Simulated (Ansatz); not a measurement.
# PtS2 monolayer (2H) under biaxial strain in the plane of the sheet

Aim: how do the optical modes of PtS2 monolayer (2H) shift and split under this strain?

Main program and level: Ansatz 0.2.0; DFT PBE, scalar-relativistic, plane waves, PAW; PAW set soft_1.

Report form: the programs' logs are mostly left out.

## 1. Set-up

The cell holds 3 atoms: 1 Pt and 2 S. Cell: a = 3.520 Å, b = 3.520 Å, c = 30.000 Å, α = 90.0°, β = 90.0°, γ = 120.0°. Vacuum lies along c. The height across the vacuum is the one that the program set for its solve, not the one typed.

## 2. A rough relaxation first

A rough relaxation comes first, because large forces or stress need no tight tolerances yet. The program lengthens the typed cell of 20.0 Å along the normal to 30.0 Å, as its cut-off of the electrostatics needs, and moves no atom.

Input file input.yaml:

```yaml
crystal:
  lattice:
    - [3.52, 0.0, 0.0]
    - [-1.76, 3.04841, 0.0]
    - [0.0, 0.0, 20.0]
  atoms:
    - { symbol: Pt, position: [0.333333, 0.666667, 0.5] }
    - { symbol: S, position: [0.666667, 0.333333, 0.5775] }
    - { symbol: S, position: [0.666667, 0.333333, 0.4225] }
  periodic: [true, true, false]
kpoints:
  mp_grid: { grid: [6, 6, 1] }
hamiltonian:
  xc: pbe
  pseudopotentials: { kind: paw, azcp: { folder: soft_1 } }
scf:
  occupations: { method: gaussian, width: 0.1 }
output:
  forces: true
  stress: true
  eigenvalues: true
relax:
  adjacent_minimum: "off"
  f_tol: 0.05
  max_steps: 80
  cell: { stress_2d_tol: 0.02 }
```

On the command line:

```sh
$ ansatz run input.yaml --threads 4 --pin off --max-ram 16384MiB --backend cpu --events-out ev --progress --plain --runs-dir out
```

Wall time 9.1 s (4 threads of Arm Neoverse V1, shared host); peak memory 0.54 GiB; 33 s of CPU time.

The steps of the relaxation:

```
step  energy less that of the first step (eV)  largest force component (eV/Å)  volume (Å³)
   1                                   0.0000                          1.6179       321.91
   2                                  -0.2916                          0.4677       315.83
   3                                  -0.3109                          0.0743       314.85
   4                                  -0.3125                          0.0088       312.79
   5                                  -0.3127                          0.0009       311.60
  6*                                  -0.3123                          0.0012       311.60
```

Relaxation steps marked * repeat the geometry before them on a plane-wave basis chosen anew for their cell, so energy and pressure can jump there.

Forces are held to the 12 operations that the run works with; a distortion that breaks them can't arise in this run.

```
cell as run  before  after  change
      a (Å)   3.520  3.463  -1.6 %
      b (Å)   3.520  3.463  -1.6 %
```

The atoms that moved most (Å, along periodic axes as changes of fractional coordinates times the final cell, across vacuum about the mean position):

```
atom     dx     dy      dz  length
  S2  0.000  0.000  -0.141   0.141
  S3  0.000  0.000   0.141   0.141
```

The relaxed structure:

```xyz
3
Lattice="3.4631 0.0000 0.0000 -1.7316 2.9992 0.0000 0.0000 0.0000 30.0000" Properties=species:S:1:pos:R:3
Pt    0.0000    1.9994   10.0000
S     1.7316    0.9997   11.4091
S     1.7316    0.9997    8.5909
```

This step gave:

* gap on the k-mesh: 0 eV
* area per atom: 3.462 Å²

The relaxation ends with a largest force component of 0.0012 eV/Å.

## 3. Bringing the structure to rest

Harmonic phonons are second derivatives at a point where the forces vanish, and they are wanted at zero stress, so atoms and cell are relaxed first.

Input file input.yaml:

```yaml
crystal:
  lattice:
    - [3.4631482744, 0.0, 0.0]
    - [-1.7315741372, 2.9991743827, 0.0]
    - [0.0, 0.0, 30.0]
  atoms:
    - { symbol: Pt, position: [0.3333333333, 0.6666666667, 0.3333333333] }
    - { symbol: S, position: [0.6666666667, 0.3333333333, 0.3803046162] }
    - { symbol: S, position: [0.6666666667, 0.3333333333, 0.2863620505] }
  periodic: [true, true, false]
kpoints:
  mp_grid: { grid: [15, 15, 1] }
hamiltonian:
  xc: pbe
  pseudopotentials: { kind: paw, azcp: { folder: soft_1 } }
scf:
  occupations: { method: gaussian, width: 0.1 }
output:
  forces: true
  stress: true
  eigenvalues: true
  write_density: true
  write_potential: true
  elf: true
  volumetric_format: npy
relax:
  adjacent_minimum: "off"
  f_tol: 0.005
  max_steps: 80
  cell: { stress_2d_tol: 0.02 }
```

The job ended after 28 s (4 threads; peak memory 0.63 GiB; 1.8 min of CPU time).

Relaxation path:

```
step  energy less that of the first step (eV)  largest force component (eV/Å)  volume (Å³)
   1                                   0.0000                          0.0656       311.60
   2                                  -0.0015                          0.0154       313.55
   3                                  -0.0018                          0.0034       315.25
   4                                  -0.0018                          0.0007       315.38
  5*                                  -0.0020                          0.0006       315.38
```

Relaxation steps marked * repeat the geometry before them on a plane-wave basis chosen anew for their cell, so energy and pressure can jump there.

Forces are held to the 12 operations that the run works with; a distortion that breaks them can't arise in this run.

```
cell as run  before  after  change
      a (Å)   3.463  3.484  +0.6 %
      b (Å)   3.463  3.484  +0.6 %
```

The atoms that moved most (Å, along periodic axes as changes of fractional coordinates times the final cell, across vacuum about the mean position):

```
atom     dx     dy      dz  length
  S2  0.000  0.000  -0.019   0.019
  S3  0.000  0.000   0.019   0.019
```

Final coordinates:

```
Pt S
1.0
     3.48413    0.00000    0.00000
    -1.74206    3.01734    0.00000
     0.00000    0.00000   30.00000
Pt S
1 2
Direct
  0.33333 0.66667 0.33333
  0.66667 0.33333 0.37968
  0.66667 0.33333 0.28699
```

Numbers from this step:

- area per atom: 3.504 Å²

Electrostatic potential energy in the ac plane at fractional y = 0.333, with atoms of S within 0.2 Å of it. With pseudopotentials it is smooth inside the atoms' cores, unlike the true potential.

Ten even steps from '_' (-30 eV) to '@' (0 eV), each cell a mean:
```
@@@@@@@@@@@@@@@@@@@@@@@@@@@@
@@@@@@@@@@@@@@@@@@@@@@@@@@@@
@@@@@@@@@@@@@@@@@@@@@@@@@@@@
@@@@@@@@@@@@@@@@@@@@@@@@@@@@
@@@@@@@@@@@@@@@@@@@@@@@@@@@@
@@@@@@@@@@@@@@@@@@@@@@@@@@@@
@@@@@@@@@@@@@@@@@@@@@@@@@@@@
@@@@@@@@@@@@@@@@@@@@@@@@@@@@
@@@@@@@@@@@@@@@@@@@@@@@@@@@@
@@@@@@@@@@@@@@@@@@@@@@@@@@@@
@@@@@@@@@@@@@@@@@@@@@@@@@@@@
@@@@@@@@@@@@@@@@@@@@@@@@@@@@
@@@@@@@@@@@@@@@@@@@@@@@@@@@@
@@@@@@@@@@@@@@@@@@@@@@@@@@@@
%%@@@@@@%%##++..________--**
####****####**==------==++##
############++--::....::==**
%%@@@@@@@@%%**::......::==##
@@@@@@@@@@@@@@@@@@@@@@@@@@@@
@@@@@@@@@@@@@@@@@@@@@@@@@@@@
@@@@@@@@@@@@@@@@@@@@@@@@@@@@
@@@@@@@@@@@@@@@@@@@@@@@@@@@@
@@@@@@@@@@@@@@@@@@@@@@@@@@@@
@@@@@@@@@@@@@@@@@@@@@@@@@@@@
```
Columns run along a (3.5 Å; values clipped at the 3rd and 97th percentile), rows up along c (30.0 Å). Atoms in or near the plane, at fractional coordinates: S at (0.67, 0.38), S at (0.67, 0.29).

Valence density in the ac plane at fractional y = 0.333, with atoms of S within 0.2 Å of it. It is the smooth field of the valence electrons, not physical close to the nuclei.

Values in units of 1e-1 e/Å³, 24 rows by 14 columns, each cell a mean:
```
0.0 0.0 0.0 0.0 0.0 0.0 0.0 0.0 0.0 0.0 0.0 0.0 0.0 0.0
0.0 0.0 0.0 0.0 0.0 0.0 0.0 0.0 0.0 0.0 0.0 0.0 0.0 0.0
0.0 0.0 0.0 0.0 0.0 0.0 0.0 0.0 0.0 0.0 0.0 0.0 0.0 0.0
0.0 0.0 0.0 0.0 0.0 0.0 0.0 0.0 0.0 0.0 0.0 0.0 0.0 0.0
0.0 0.0 0.0 0.0 0.0 0.0 0.0 0.0 0.0 0.0 0.0 0.0 0.0 0.0
0.0 0.0 0.0 0.0 0.0 0.0 0.0 0.0 0.0 0.0 0.0 0.0 0.0 0.0
0.0 0.0 0.0 0.0 0.0 0.0 0.0 0.0 0.0 0.0 0.0 0.0 0.0 0.0
0.0 0.0 0.0 0.0 0.0 0.0 0.0 0.0 0.0 0.0 0.0 0.0 0.0 0.0
0.0 0.0 0.0 0.0 0.0 0.0 0.0 0.0 0.0 0.0 0.0 0.0 0.0 0.0
0.0 0.0 0.0 0.0 0.0 0.0 0.0 0.0 0.0 0.0 0.0 0.0 0.0 0.0
0.0 0.0 0.0 0.0 0.0 0.0 0.0 0.0 0.0 0.0 0.0 0.0 0.0 0.0
0.0 0.0 0.0 0.0 0.0 0.0 0.0 0.0 0.0 0.0 0.0 0.0 0.0 0.0
0.0 0.0 0.0 0.0 0.0 0.0 0.0 0.0 0.0 0.0 0.0 0.0 0.0 0.0
0.2 0.1 0.1 0.1 0.1 0.3 0.4 0.7 0.9 1.1 1.0 0.8 0.5 0.3
1.9 1.1 0.8 0.9 1.6 3.0 5.7 8.6 8.4 7.0 7.7 8.8 7.2 4.3
3.9 4.3 4.7 4.5 4.0 4.0 4.7 6.0 6.4 6.1 6.2 6.3 5.3 4.2
3.6 3.5 3.7 3.6 3.6 4.1 5.5 7.3 7.1 6.2 6.6 7.4 6.5 4.7
1.5 0.8 0.6 0.7 1.2 2.4 4.6 7.3 7.7 7.0 7.4 7.6 5.9 3.4
0.1 0.1 0.1 0.1 0.1 0.1 0.2 0.4 0.5 0.5 0.5 0.4 0.3 0.2
0.0 0.0 0.0 0.0 0.0 0.0 0.0 0.0 0.0 0.0 0.0 0.0 0.0 0.0
0.0 0.0 0.0 0.0 0.0 0.0 0.0 0.0 0.0 0.0 0.0 0.0 0.0 0.0
0.0 0.0 0.0 0.0 0.0 0.0 0.0 0.0 0.0 0.0 0.0 0.0 0.0 0.0
0.0 0.0 0.0 0.0 0.0 0.0 0.0 0.0 0.0 0.0 0.0 0.0 0.0 0.0
0.0 0.0 0.0 0.0 0.0 0.0 0.0 0.0 0.0 0.0 0.0 0.0 0.0 0.0
```
Columns run along a (3.5 Å), rows up along c (30.0 Å). Atoms in or near the plane, at fractional coordinates: S at (0.67, 0.38), S at (0.67, 0.29).

ELF in the ac plane at fractional y = 0.333, with atoms of S within 0.2 Å of it. It is the smooth field of the valence electrons, not physical close to the nuclei.

Values, 24 rows by 14 columns, each cell a mean:
```
0.00 0.00 0.00 0.00 0.00 0.00 0.00 0.00 0.00 0.00 0.00 0.00 0.00 0.00
0.00 0.00 0.00 0.00 0.00 0.00 0.00 0.00 0.00 0.00 0.00 0.00 0.00 0.00
0.00 0.00 0.00 0.00 0.00 0.00 0.00 0.00 0.00 0.00 0.00 0.00 0.00 0.00
0.00 0.00 0.00 0.00 0.00 0.00 0.00 0.00 0.00 0.00 0.00 0.00 0.00 0.00
0.00 0.00 0.00 0.00 0.00 0.00 0.00 0.00 0.00 0.00 0.00 0.00 0.00 0.00
0.00 0.00 0.00 0.00 0.00 0.00 0.00 0.00 0.00 0.00 0.00 0.00 0.00 0.00
0.00 0.00 0.00 0.00 0.00 0.00 0.00 0.00 0.00 0.00 0.00 0.00 0.00 0.00
0.00 0.00 0.00 0.00 0.00 0.00 0.00 0.00 0.00 0.00 0.00 0.00 0.00 0.00
0.00 0.00 0.00 0.00 0.00 0.00 0.00 0.00 0.00 0.00 0.00 0.00 0.00 0.00
0.00 0.00 0.00 0.00 0.00 0.00 0.00 0.00 0.00 0.00 0.00 0.00 0.00 0.00
0.00 0.00 0.00 0.00 0.00 0.00 0.00 0.00 0.00 0.00 0.00 0.00 0.00 0.00
0.00 0.00 0.00 0.00 0.00 0.00 0.00 0.00 0.00 0.00 0.00 0.00 0.00 0.00
0.01 0.00 0.00 0.00 0.00 0.01 0.02 0.03 0.04 0.05 0.05 0.04 0.03 0.01
0.13 0.04 0.01 0.02 0.09 0.24 0.41 0.55 0.62 0.64 0.63 0.58 0.48 0.34
0.50 0.21 0.10 0.14 0.38 0.67 0.82 0.78 0.57 0.47 0.50 0.70 0.83 0.78
0.33 0.30 0.30 0.30 0.32 0.39 0.48 0.53 0.47 0.40 0.43 0.51 0.51 0.44
0.37 0.29 0.26 0.27 0.34 0.46 0.58 0.60 0.47 0.37 0.41 0.56 0.61 0.53
0.46 0.18 0.07 0.11 0.34 0.64 0.81 0.81 0.68 0.61 0.63 0.77 0.83 0.75
0.09 0.03 0.01 0.01 0.06 0.17 0.30 0.43 0.50 0.52 0.51 0.46 0.37 0.24
0.00 0.00 0.00 0.00 0.00 0.00 0.01 0.02 0.02 0.03 0.02 0.02 0.01 0.01
0.00 0.00 0.00 0.00 0.00 0.00 0.00 0.00 0.00 0.00 0.00 0.00 0.00 0.00
0.00 0.00 0.00 0.00 0.00 0.00 0.00 0.00 0.00 0.00 0.00 0.00 0.00 0.00
0.00 0.00 0.00 0.00 0.00 0.00 0.00 0.00 0.00 0.00 0.00 0.00 0.00 0.00
0.00 0.00 0.00 0.00 0.00 0.00 0.00 0.00 0.00 0.00 0.00 0.00 0.00 0.00
```
Columns run along a (3.5 Å), rows up along c (30.0 Å). Atoms in or near the plane, at fractional coordinates: S at (0.67, 0.38), S at (0.67, 0.29).

## 4. Tight relaxation

Phonons need small forces and stress, so the relaxation is finished with tight tolerances on 15×15×1 k points.

input.yaml, the sections that differ from step 3:

```yaml
crystal:
  lattice:
    - [3.4841280649, 0.0, 0.0]
    - [-1.7420640325, 3.0173434143, 0.0]
    - [0.0, 0.0, 30.0]
  atoms:
    - { symbol: Pt, position: [0.3333333333, 0.6666666667, 0.3333333333] }
    - { symbol: S, position: [0.6666666667, 0.3333333333, 0.3796772318] }
    - { symbol: S, position: [0.6666666667, 0.3333333333, 0.2869894349] }
  periodic: [true, true, false]
scf:
  occupations: { method: methfessel_paxton, width: 0.2 }
relax:
  adjacent_minimum: "off"
  f_tol: 0.001
  max_steps: 60
  cell: { stress_2d_tol: 0.002 }
# kpoints, hamiltonian, output: as in step 3
```

The job ended after 27 s (4 threads; peak memory 0.64 GiB; 1.8 min of CPU time).

Little changed from the start: no atom moved by 0.005 Å and no cell edge by 0.1 %.

Numbers from this step:

| Property | Result |
| --- | --- |
| area per atom | 3.507 Å² |

ELF in the ac plane at fractional y = 0.333, with atoms of S within 0.2 Å of it. It is the smooth field of the valence electrons, not physical close to the nuclei.

Ten even steps from '_' (0.00) to '@' (0.83), each cell a mean:
```
____________________________
____________________________
____________________________
____________________________
____________________________
____________________________
____________________________
____________________________
____________________________
____________________________
____________________________
____________________________
____________________________
..______..::==**######**++==
**::....==%%@@@@**++++%%@@@@
==--------==++**++==++****++
==------==++**##++====**##**
++::__..==##@@@@%%####@@@@@@
..________..--++++****++==::
____________________________
____________________________
____________________________
____________________________
____________________________
```
Columns run along a (3.5 Å), rows up along c (30.0 Å). Atoms in or near the plane, at fractional coordinates: S at (0.67, 0.38), S at (0.67, 0.29).

Valence density in the ac plane at fractional y = 0.333, with atoms of S within 0.2 Å of it. It is the smooth field of the valence electrons, not physical close to the nuclei.

Ten even steps from '0' (0.00 × 1e-1 e/Å³) to '9' (8.82 × 1e-1 e/Å³), each cell a mean:
```
00000000000000
00000000000000
00000000000000
00000000000000
00000000000000
00000000000000
00000000000000
00000000000000
00000000000000
00000000000000
00000000000000
00000000000000
00000000000000
00000000111000
21011369978984
44554456767764
44444468877875
10001258878863
00000000000000
00000000000000
00000000000000
00000000000000
00000000000000
00000000000000
```
Columns run along a (3.5 Å), rows up along c (30.0 Å). Atoms in or near the plane, at fractional coordinates: S at (0.67, 0.38), S at (0.67, 0.29).

Electrostatic potential energy in the ac plane at fractional y = 0.333, with atoms of S within 0.2 Å of it. With pseudopotentials it is smooth inside the atoms' cores, unlike the true potential.

Ten even steps from '_' (-30 eV) to '@' (0 eV), each cell a mean:
```
@@@@@@@@@@@@@@@@@@@@@@@@@@@@
@@@@@@@@@@@@@@@@@@@@@@@@@@@@
@@@@@@@@@@@@@@@@@@@@@@@@@@@@
@@@@@@@@@@@@@@@@@@@@@@@@@@@@
@@@@@@@@@@@@@@@@@@@@@@@@@@@@
@@@@@@@@@@@@@@@@@@@@@@@@@@@@
@@@@@@@@@@@@@@@@@@@@@@@@@@@@
@@@@@@@@@@@@@@@@@@@@@@@@@@@@
@@@@@@@@@@@@@@@@@@@@@@@@@@@@
@@@@@@@@@@@@@@@@@@@@@@@@@@@@
@@@@@@@@@@@@@@@@@@@@@@@@@@@@
@@@@@@@@@@@@@@@@@@@@@@@@@@@@
@@@@@@@@@@@@@@@@@@@@@@@@@@@@
@@@@@@@@@@@@@@@@@@@@@@@@@@@@
%%@@@@@@%%##++..________--**
####****####**==------==++##
############++--::....::==**
%%@@@@@@@@%%**::......::==##
@@@@@@@@@@@@@@@@@@@@@@@@@@@@
@@@@@@@@@@@@@@@@@@@@@@@@@@@@
@@@@@@@@@@@@@@@@@@@@@@@@@@@@
@@@@@@@@@@@@@@@@@@@@@@@@@@@@
@@@@@@@@@@@@@@@@@@@@@@@@@@@@
@@@@@@@@@@@@@@@@@@@@@@@@@@@@
```
Columns run along a (3.5 Å; values clipped at the 3rd and 97th percentile), rows up along c (30.0 Å). Atoms in or near the plane, at fractional coordinates: S at (0.67, 0.38), S at (0.67, 0.29).

The largest force component left is 0.098 meV/Å, within the tolerances set.

## 5. Zone-centre response at rest

Phonons follow from the second derivative of the energy, found here by linear response.

The modes at rest are the reference of the series.

input.yaml, the sections that differ from step 4:

```yaml
crystal:
  lattice:
    - [3.485238871, 0.0, 0.0]
    - [-1.7426194355, 3.0183054005, 0.0]
    - [0.0, 0.0, 30.0]
  atoms:
    - { symbol: Pt, position: [0.3333333333, 0.6666666667, 0.3333333333] }
    - { symbol: S, position: [0.6666666667, 0.3333333333, 0.3796361141] }
    - { symbol: S, position: [0.6666666667, 0.3333333333, 0.2870305526] }
  periodic: [true, true, false]
output:
  eigenvalues: true
phonons:
  method: dfpt
# kpoints, hamiltonian, scf: as in step 4
# relax: removed
```

Wall time 72 s (4 threads); peak memory 1.5 GiB; 4.7 min of CPU time.

Numbers from this step:

- sum-rule residual before enforcement: 1.16e-4 eV/Å²
- point group: -6m2
- highest optical mode at the zone centre (no LO-TO term): 306.8 cm⁻¹
- lowest optical zone-centre mode: -75.12 cm⁻¹

Patterns of degenerate modes are one choice out of their space. The modes at Γ (shares of kinetic energy by element, %) (negative means imaginary):

```
mode  frequency (cm⁻¹)  symmetry  Pt %  S %
   1             -75.1        E'    25   75
   2             -75.1        E'    25   75
   3               0.0  acoustic    75   25
   4               0.0  acoustic    75   25
   5               0.0  acoustic    75   25
   6              89.3      A2''    25   75
   7             126.5       E''     0  100
   8             126.5       E''     0  100
   9             306.8       A1'     0  100
```

Displacements in mode 1 (-75.1 cm⁻¹), the largest set to 1:
```
Pt1  0.00 -0.33  0.00
S2   0.00  1.00  0.00
S3   0.00  1.00  0.00
```

Displacements in mode 6 (89.3 cm⁻¹), the largest set to 1:
```
Pt1  0.00  0.00 -0.33
S2   0.00  0.00  1.00
S3   0.00  0.00  1.00
```

Before it was imposed, the acoustic sum rule was missed by 1.2e-4 eV/Å². Small misses are needed for a sound result but don't prove that mesh and cutoff are converged. The lowest optical mode is imaginary, 75.1i cm⁻¹, so the energy falls along it.

## 6. A member of the series: biaxial strain of +5 % in the plane of the sheet

The cell takes a biaxial strain of +5 % in the plane of the sheet. The cell is held, and the atoms relax in it.

input.yaml, the sections that differ from step 5:

```yaml
crystal:
  lattice:
    - [3.6595008145, 0.0, 0.0]
    - [-1.8297504072, 3.1692206705, 0.0]
    - [0.0, 0.0, 30.0]
  atoms:
    - { symbol: Pt, position: [0.3333333333, 0.6666666667, 0.3333333333] }
    - { symbol: S, position: [0.6666666667, 0.3333333333, 0.3765065514] }
    - { symbol: S, position: [0.6666666667, 0.3333333333, 0.2901601153] }
  periodic: [true, true, false]
output:
  forces: true
  stress: true
  eigenvalues: true
relax:
  adjacent_minimum: "off"
  f_tol: 0.001
  max_steps: 60
# kpoints, hamiltonian, scf: as in step 5
# phonons: removed
```

The job ended after 23 s (4 threads; peak memory 0.66 GiB).

The steps of the relaxation:

```
step  energy less that of the first step (eV)  largest force component (eV/Å)
   1                                   0.0000                          0.2344
   2                                  -0.0054                          0.1016
   3                                  -0.0067                          0.0044
   4                                  -0.0067                          0.0042
   5                                  -0.0067                          0.0001
```

The run keeps the 12 symmetry operations that it works with, so distortions that break them were not tested.

The atoms that moved most (Å):

```
atom     dx     dy      dz  length
  S2  0.000  0.000  -0.029   0.029
  S3  0.000  0.000   0.029   0.029
```

Final coordinates:

```xyz
3
Lattice="3.6595 0.0000 0.0000 -1.8298 3.1692 0.0000 0.0000 0.0000 30.0000" Properties=species:S:1:pos:R:3
Pt    0.0000    2.1128   10.0000
S     1.8298    1.0564   11.2667
S     1.8298    1.0564    8.7333
```

Numbers from this step:

| Quantity | Value |
| --- | --- |
| area per atom | 3.866 Å² |

The largest force component left is 0.13 meV/Å.

(Continued in part 2 of 2.)

[Logs are printed without paths, hosts, clocks, repeated set-up lines and the standing remarks that a program may print on its own settings, such as how far it seeks lower states.]

[Hosts, paths, dates, database ids (printed as entryN), source tags and the programs' standing remarks are cut or masked in the printed files.]
